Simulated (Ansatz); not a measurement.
## ScZn (Pm-3m): relaxing the cell for a phonon run

Aim: bring ScZn (Pm-3m) to small forces and stress, as phonons need.

Main program and level: Ansatz 0.2.0; DFT PBEsol, scalar-relativistic, plane waves, PAW; PAW set soft_1.

### 1. The structure

The structure is cubic, space group Pm-3m (No. 221). Conventional cell: a = 3.350 Å, b = 3.350 Å, c = 3.350 Å, α = 90.00°, β = 90.00°, γ = 90.00°. Nearest to Sc lie 8 Zn at 2.90 Å. Zn has 8 Sc at 2.90 Å nearest. Farther neighbours are not listed.

### 2. Probe on a coarse mesh

First a cheap look: the gap decides the mesh and the occupations, the pressure tells how far the cell has to move.

The input, input.yaml:

```yaml
crystal:
  lattice:
    - [3.35, 0.0, 0.0]
    - [0.0, 3.35, 0.0]
    - [0.0, 0.0, 3.35]
  atoms:
    - { symbol: Sc, position: [0.0, 0.0, 0.0] }
    - { symbol: Zn, position: [0.5, 0.5, 0.5] }
kpoints:
  mp_grid: { grid: [6, 6, 6] }
hamiltonian:
  xc: pbesol
  pseudopotentials: { kind: paw, azcp: { folder: soft_1 }, xc_functional: pbe }
scf:
  occupations: { method: gaussian, width: 0.1 }
output:
  forces: true
  stress: true
  eigenvalues: true
```

On the command line:

```bash
ansatz run input.yaml --threads 4 --pin off --max-ram 10240MiB --backend cpu --events-out ev --progress --plain --runs-dir out
```

Numbers of over 12 decimals in the logs are rounded to 6 here.

The program printed:

```text
Engine: ansatz 0.2.0, aarch64-unknown-linux-gnu
Pseudopotentials: kind: paw
Pseudopotential: Sc, paw, valence charge 11, recommended cutoff 420 eV (normal), soft_1/Sc.paw.azcp
Pseudopotential: Zn, paw, valence charge 12, recommended cutoff 420 eV (normal), soft_1/Zn.paw.azcp
Functional definition: PBEsol
  exchange = pbesol_x
  correlation = pbesol_c
Crystal: 2 atoms, lattice volume = 37.595 Å³
[...]
--- Band table (eV; the first three rows and the last of 20) ---
  k-point 0: bands = [... 8 lower, 3.4729, 3.4729, 10.3672, 10.3672, 13.1852, 13.1852, 13.1852, 15.6506]
  k-point 1: bands = [... 8 lower, 3.4560, 3.4800, 10.1161, 10.4300, 12.5523, 12.5523, 13.1906, 14.3374]
  k-point 2: bands = [... 8 lower, 3.4941, 4.3348, 8.5575, 10.5661, 11.7766, 11.7766, 13.2016, 13.8563]
  k-point 19: bands = [... 8 lower, 3.6529, 8.6126, 8.6126, 8.6126, 11.0199, 13.9628, 13.9628, 15.2385]
[key lines of the parts left out:]
SCF converged after 8 iterations
Free energy (F): -5393.053186 eV
Fermi energy:    10.299220 eV
P = ⅓ Tr σ = -3.4088 GPa (-34.088 kbar)
```

It took 0.59 s on 4 threads of Arm Neoverse V1, shared host; peak memory 0.3 GiB.

Numbers from this step:

| Quantity | Value |
| --- | --- |
| pressure | -3.409 GPa |
| volume per atom | 18.80 Å³ |
| gap on the k-mesh | 0 eV |

The coarse mesh shows no gap and a pressure of -3.4 GPa.

### 3. Bringing the structure to rest

Harmonic phonons are second derivatives at a point where the forces vanish, and they are wanted at zero stress, so atoms and cell are relaxed first.

input.yaml, the sections that differ from step 2:

```yaml
kpoints:
  mp_grid: { grid: [12, 12, 12] }
output:
  forces: true
  stress: true
  eigenvalues: true
  write_density: true
  write_potential: true
  elf: true
  volumetric_format: npy
relax:
  adjacent_minimum: "off"
  f_tol: 0.005
  max_steps: 80
  cell: { stress_tol: 0.05 }
# crystal, hamiltonian, scf: as in step 2
```

The program printed:

```text
[...]
Crystal: 2 atoms, lattice volume = 37.595 Å³
Basis set: ecut = 420 eV, 739 PW (Γ), exchange–correlation on 48×48×48 points (8 copies of the dense FFT grid, shifted against one another)
Bands: 16, of which v1, the nominal top of the filled ones, is band 12 counted from 1 (11 counted from 0)
Symmetry: 48 space group operations
[...]
k-points: 84 of 1728
[...]
SCF iter   1: F=—  HF=-5393.702035 eV  |F-HF|=—  |Δ(HF+E_count)|=         —  Δρ=9.79e-2  dr2=2.78e0  ethr=3.10e-3  ⟨swp⟩=5.0  Hψ=6819  notcnv=0
[...]
SCF iter   8: F=-5393.038600 eV  HF=-5393.038600 eV  |F-HF|=1.43e-9  |Δ(HF+E_count)|=  3.44e-10  Δρ=2.76e-6  dr2=1.94e-9  ethr=6.08e-11  ⟨swp⟩=4.9  Hψ=6973  notcnv=0
SCF 1 converged in 8 iterations: F = -5393.038600 eV  dr2 = 1.94e-9
[...]
relax step   1: F+E_penalty+E_count = -5393.03859960 eV  Δ(F+E_penalty+E_count) = +0.000e0 eV  max|allowed force component| = 2.336e-28 eV/Å  Δτ_max = 0.0000 Å  P = -3.339 GPa  Ω = 37.595 Å³  (8 SCF iters, dr2 threshold 1.00e-7 eV, accepted)
Crystal: 2 atoms, lattice volume = 34.947 Å³
Basis set: ecut = 420 eV, 691 PW (Γ), exchange–correlation on 48×48×48 points (8 copies of the dense FFT grid, shifted against one another)
[...]
iter 1 solved again at ethr=1.11e-4 eV; its pass at ethr=3.10e-3 eV (dr2=2.56e-2 eV) is discarded
[...]
SCF iter   7: F=-5393.048405 eV  HF=-5393.048405 eV  |F-HF|=2.15e-10  |Δ(HF+E_count)|=   3.29e-7  Δρ=2.19e-6  dr2=1.18e-9  ethr=8.70e-10  ⟨swp⟩=9.2  Hψ=9133  notcnv=0
SCF 2 converged in 7 iterations: F = -5393.048405 eV  dr2 = 1.18e-9
relax step   2: F+E_penalty+E_count = -5393.04840526 eV  Δ(F+E_penalty+E_count) = -9.806e-3 eV  max|allowed force component| = 1.574e-29 eV/Å  Δτ_max = 0.0000 Å  P = +2.604 GPa  Ω = 34.947 Å³  energy of the carried Pulay correction = +6.007e-4 eV  (7 SCF iters, dr2 threshold 2.00e-7 eV, accepted)
Crystal: 2 atoms, lattice volume = 36.060 Å³
[...]
SCF iter   6: F=-5393.056332 eV  HF=-5393.056332 eV  |F-HF|=5.41e-8  |Δ(HF+E_count)|=   1.39e-6  Δρ=1.40e-5  dr2=5.83e-8  ethr=8.70e-10  ⟨swp⟩=6.2  Hψ=8342  notcnv=0
SCF 3 converged in 6 iterations: F = -5393.056332 eV  dr2 = 5.83e-8
relax step   3: F+E_penalty+E_count = -5393.05633184 eV  Δ(F+E_penalty+E_count) = -7.927e-3 eV  max|allowed force component| = 6.508e-30 eV/Å  Δτ_max = 0.0000 Å  P = -0.174 GPa  Ω = 36.060 Å³  energy of the carried Pulay correction = +3.430e-4 eV  (6 SCF iters, dr2 threshold 2.00e-7 eV, accepted)
[...]
relax step   4: F+E_penalty+E_count = -5393.05638885 eV  Δ(F+E_penalty+E_count) = -5.701e-5 eV  max|allowed force component| = 2.183e-29 eV/Å  Δτ_max = 0.0000 Å  P = -0.007 GPa  Ω = 35.988 Å³  energy of the carried Pulay correction = +3.594e-4 eV  (4 SCF iters, dr2 threshold 7.56e-8 eV, accepted)
[...]
SCF iter   6: F=-5393.056032 eV  HF=-5393.056032 eV  |F-HF|=1.27e-11  |Δ(HF+E_count)|=  7.82e-11  Δρ=3.43e-7  dr2=2.00e-11  ethr=1.00e-12  ⟨swp⟩=3.9  Hψ=6338  notcnv=0
SCF 5 converged in 6 iterations: F = -5393.056032 eV  dr2 = 2.00e-11
relax step   5: F+E_penalty+E_count = -5393.05603179 eV  Δ(F+E_penalty+E_count) = +3.571e-4 eV  max|allowed force component| = 1.315e-29 eV/Å  Δτ_max = 0.0000 Å  P = -0.008 GPa  Ω = 35.988 Å³  stress off target by 8.12e-3 GPa  SCF on the basis re-selected at this cell (its energy is not comparable with the rows above)  (6 SCF iters)
basis re-selected at this cell: Δ(F+E_penalty+E_count) = +3.571e-4 eV, ΔP = -0.001 GPa vs the last step (what re-selecting the basis moved, of the pressure what is left beyond the Pulay correction that the steps carried, after the strain that the cell walked since its last selection, with what the two solves' SCF thresholds leave and, on support functions, any second-order correction that the steps lacked; it is no m [...]
SCF converged after 6 iterations
Free energy (F): -5393.056032 eV
[...]
Internal energy: -5393.045094 eV  (E = F + TS)
E sigma→0 (E₀):  -5393.050563 eV
Entropy (-TS):   -0.010938 eV (-5.469 meV/atom)
Fermi energy:    10.838553 eV
[...]
--- Stress (GPa, compression-positive) ---
       -0.008118      -0.000000      -0.000000
       -0.000000      -0.008118      -0.000000
       -0.000000      -0.000000      -0.008118
  P = ⅓ Tr σ = -0.0081 GPa (-0.081 kbar)
--- Band table (eV; the first three rows and the last of 84) ---
  k-point 0: bands = [... 8 lower, 3.9885, 3.9885, 10.9316, 10.9316, 13.9128, 13.9128, 13.9128, 16.4192]
  k-point 1: bands = [... 8 lower, 3.9837, 3.9906, 10.8939, 10.9480, 13.6901, 13.6901, 13.9140, 15.9441]
  k-point 2: bands = [... 8 lower, 3.9705, 3.9964, 10.6835, 10.9937, 13.2325, 13.2325, 13.9174, 15.1055]
  k-point 83: bands = [... 8 lower, 4.1842, 9.0755, 9.0755, 9.0755, 11.7615, 14.7390, 14.7390, 16.0530]
--- Relaxed structure (4 steps of the walk, 4 accepted, 1 SCFs on fresh bases) ---
  F+E_penalty+E_count = -5393.05603179 eV   max|allowed force component| = 1.315e-29 eV/Å   (the final SCF, on the basis selected at the relaxed cell)
  cell:  # Å, volume = 35.9885 Å³
    - [3.301576, 0.0, 0.0]
    - [0, 3.301576, 0]
    - [0.0, 0, 3.301576]
  atoms:
    - { symbol: Sc, position: [0, 0, 0] }
    - { symbol: Zn, position: [0.500000, 0.500000, 0.500000] }
```

The job ended after 5.6 s (4 threads; peak memory 0.38 GiB).

The steps of the relaxation:

| step | energy less that of the first step (eV) | largest force component (eV/Å) | pressure (GPa) | volume (Å³) |
| --- | --- | --- | --- | --- |
| 1 | 0.0000 | 0.0000 | -3.34 | 37.60 |
| 2 | -0.0098 | 0.0000 | 2.60 | 34.95 |
| 3 | -0.0177 | 0.0000 | -0.17 | 36.06 |
| 4 | -0.0178 | 0.0000 | -0.01 | 35.99 |
| 5* | -0.0174 | 0.0000 | -0.01 | 35.99 |

Relaxation steps marked * repeat the geometry before them on a plane-wave basis chosen anew for their cell, so energy and pressure can jump there.

The run keeps the 48 symmetry operations that it works with, so distortions that break them were not tested.

| conventional cell, symmetrised | before | after | change |
| --- | --- | --- | --- |
| a (Å) | 3.350 | 3.302 | -1.4 % |
| b (Å) | 3.350 | 3.302 | -1.4 % |
| c (Å) | 3.350 | 3.302 | -1.4 % |
| volume (Å³/atom) | 18.80 | 17.99 | -4.3 % |

The relaxed structure:

```xyz
2
Lattice="3.3016 0.0000 0.0000 0.0000 3.3016 0.0000 0.0000 0.0000 3.3016" Properties=species:S:1:pos:R:3 pbc="T T T"
Sc    0.0000    0.0000    0.0000
Zn    1.6508    1.6508    1.6508
```

This step gave:

| Quantity | Value |
| --- | --- |
| pressure | -0.008118 GPa |
| volume per atom | 17.99 Å³ |

Valence density in the ac plane at fractional y = 0.000, with atoms of Sc within 0.2 Å of it. It is the smooth field of the valence electrons, not physical close to the nuclei.

Ten even steps from '0' (0.1 e/Å³) to '9' (8.9 e/Å³):
```
98631000000001368
76420000000000246
33200000000000023
11000000000000001
00000000000000000
00000000000000000
00000000000000000
00000000000000000
00000000000000000
00000000000000000
00000000000000000
00000000000000000
11000000000000001
33200000000000023
76420000000000246
98631000000001368
99731000000001379
```
Columns run along a (3.3 Å), rows up along c (3.3 Å). Atoms in or near the plane, at fractional coordinates: Sc at (0.00, 0.00).

Electrostatic potential energy in the ac plane at fractional y = 0.000, with atoms of Sc within 0.2 Å of it. With pseudopotentials it is smooth inside the atoms' cores, unlike the true potential.

Ten even steps from '_' (-45 eV) to '@' (14 eV):
```
______::++##%%@@@@@@@@%%##++::____
____::==**%%%%@@@@@@@@%%%%**==::__
::::==++##%%@@@@@@@@@@@@%%##++==::
++++**##%%@@@@@@@@@@@@@@@@%%##**++
####%%%%@@@@@@@@@@@@@@@@@@@@%%%%##
%%%%%%@@@@@@@@@@@@@@@@@@@@@@@@%%%%
@@@@@@@@@@@@@@@@@@@@@@@@@@@@@@@@@@
@@@@@@@@@@@@@@@@@@@@@@@@@@@@@@@@@@
@@@@@@@@@@@@@@@@@@@@@@@@@@@@@@@@@@
@@@@@@@@@@@@@@@@@@@@@@@@@@@@@@@@@@
%%%%%%@@@@@@@@@@@@@@@@@@@@@@@@%%%%
####%%%%@@@@@@@@@@@@@@@@@@@@%%%%##
++++**##%%@@@@@@@@@@@@@@@@%%##**++
::::==++##%%@@@@@@@@@@@@%%##++==::
____::==**%%%%@@@@@@@@%%%%**==::__
______::++##%%@@@@@@@@%%##++::____
______::++##%%@@@@@@@@%%##++::____
```
Columns run along a (3.3 Å; values clipped at the 3rd and 97th percentile), rows up along c (3.3 Å). Atoms in or near the plane, at fractional coordinates: Sc at (0.00, 0.00).

ELF in the ac plane at fractional y = 0.000, with atoms of Sc within 0.2 Å of it. It is the smooth field of the valence electrons, not physical close to the nuclei.

Values, 14 rows by 14 columns, each cell a mean:
```
0.21 0.42 0.64 0.56 0.21 0.07 0.14 0.18 0.12 0.08 0.28 0.60 0.62 0.37
0.57 0.64 0.64 0.43 0.14 0.11 0.21 0.26 0.19 0.10 0.18 0.48 0.65 0.62
0.62 0.58 0.45 0.22 0.11 0.18 0.32 0.37 0.30 0.15 0.12 0.26 0.48 0.60
0.31 0.26 0.17 0.11 0.16 0.31 0.42 0.46 0.41 0.27 0.14 0.12 0.18 0.28
0.08 0.08 0.10 0.17 0.30 0.43 0.49 0.50 0.48 0.40 0.27 0.15 0.10 0.08
0.11 0.13 0.20 0.32 0.43 0.49 0.51 0.51 0.51 0.48 0.41 0.30 0.19 0.12
0.16 0.19 0.28 0.39 0.47 0.50 0.51 0.51 0.51 0.50 0.46 0.37 0.26 0.18
0.12 0.15 0.22 0.33 0.44 0.49 0.51 0.51 0.51 0.49 0.42 0.32 0.21 0.14
0.07 0.08 0.11 0.20 0.33 0.45 0.49 0.50 0.49 0.43 0.31 0.18 0.11 0.07
0.24 0.20 0.13 0.11 0.18 0.33 0.44 0.47 0.43 0.30 0.16 0.11 0.14 0.21
0.60 0.55 0.40 0.19 0.11 0.20 0.33 0.39 0.32 0.17 0.11 0.22 0.43 0.56
0.60 0.65 0.63 0.40 0.13 0.11 0.22 0.28 0.20 0.10 0.17 0.45 0.64 0.64
0.27 0.46 0.65 0.55 0.20 0.08 0.15 0.19 0.13 0.08 0.26 0.58 0.64 0.42
0.05 0.27 0.60 0.60 0.24 0.07 0.12 0.16 0.11 0.08 0.31 0.62 0.57 0.21
```
Columns run along a (3.3 Å), rows up along c (3.3 Å). Atoms in or near the plane, at fractional coordinates: Sc at (0.00, 0.00).

In this step the volume went from 18.80 to 17.99 Å³/atom.

### 4. Tight relaxation

Phonons need a cell at rest on their own settings, so the relaxation is repeated with tight tolerances on forces and stress on the k mesh and occupations of the first response run.

input.yaml, the sections that differ from step 3:

```yaml
crystal:
  lattice:
    - [3.301575588, 0.0, 0.0]
    - [0.0, 3.301575588, 0.0]
    - [0.0, 0.0, 3.301575588]
  atoms:
    - { symbol: Sc, position: [0.0, 0.0, 0.0] }
    - { symbol: Zn, position: [0.5, 0.5, 0.5] }
scf:
  occupations: { method: methfessel_paxton, width: 0.2 }
output:
  forces: true
  stress: true
  eigenvalues: true
relax:
  adjacent_minimum: "off"
  f_tol: 0.001
  max_steps: 60
  cell: { stress_tol: 0.01 }
# kpoints, hamiltonian: as in step 3
```

The program printed:

```text
[...]
Crystal: 2 atoms, lattice volume = 35.988 Å³
Basis set: ecut = 420 eV, 739 PW (Γ), exchange–correlation on 48×48×48 points (8 copies of the dense FFT grid, shifted against one another)
Bands: 16, of which v1, the nominal top of the filled ones, is band 12 counted from 1 (11 counted from 0)
Symmetry: 48 space group operations
[...]
k-points: 84 of 1728
[...]
k-point 83: bands = [... 8 lower, 4.1878, 9.0772, 9.0772, 9.0772, 11.7656, 14.7404, 14.7404, 16.0565]
--- Relaxed structure (3 steps of the walk, 3 accepted, 1 SCFs on fresh bases) ---
[...]
cell:  # Å, volume = 35.9814 Å³
    - [3.301358, 0, 0]
    - [0, 3.301358, 0]
    - [0, 0, 3.301358]
  atoms:
    - { symbol: Sc, position: [0, 0, 0] }
    - { symbol: Zn, position: [0.5, 0.5, 0.5] }
[key lines of the parts left out:]
SCF converged after 6 iterations
Free energy (F): -5393.051805 eV
Fermi energy:    10.842035 eV
P = ⅓ Tr σ = -0.0000 GPa (-0.000 kbar)
```

Elapsed: 4 s, on 4 threads; peak memory 0.38 GiB.

Little changed from the start: no atom moved by 0.005 Å and no cell edge by 0.1 %.

This step gave:

- pressure: -4.36e-5 GPa

The forces vanish by symmetry and the pressure is 0.000 GPa, within the tolerances set. The cell now holds 17.99 Å³/atom.

### 5. Outcome

| Item | Value |
| --- | --- |
| space group after relaxation (within 0.01 Å) | Pm-3m |
| lattice constant a | 3.301 Å |
| lattice constant b | 3.301 Å |
| lattice constant c | 3.301 Å |
| volume per atom | 18.0 Å³ |

In words: The forces vanish by symmetry and the pressure is 0.000 GPa, within the tolerances set. The cell now holds 17.99 Å³/atom. The relaxation keeps the symmetry of its start, so it says nothing on stability against lower symmetry. The runs are without spin polarisation, although the cell has an odd electron count. The PAW files were made for PBE and serve the other functionals too.

[Logs are printed without paths, hosts, clocks, repeated set-up lines and the standing remarks that a program may print on its own settings, such as how far it seeks lower states.]

[Hosts, paths, dates, database ids (printed as entryN), source tags and the programs' standing remarks are cut or masked in the printed files.]
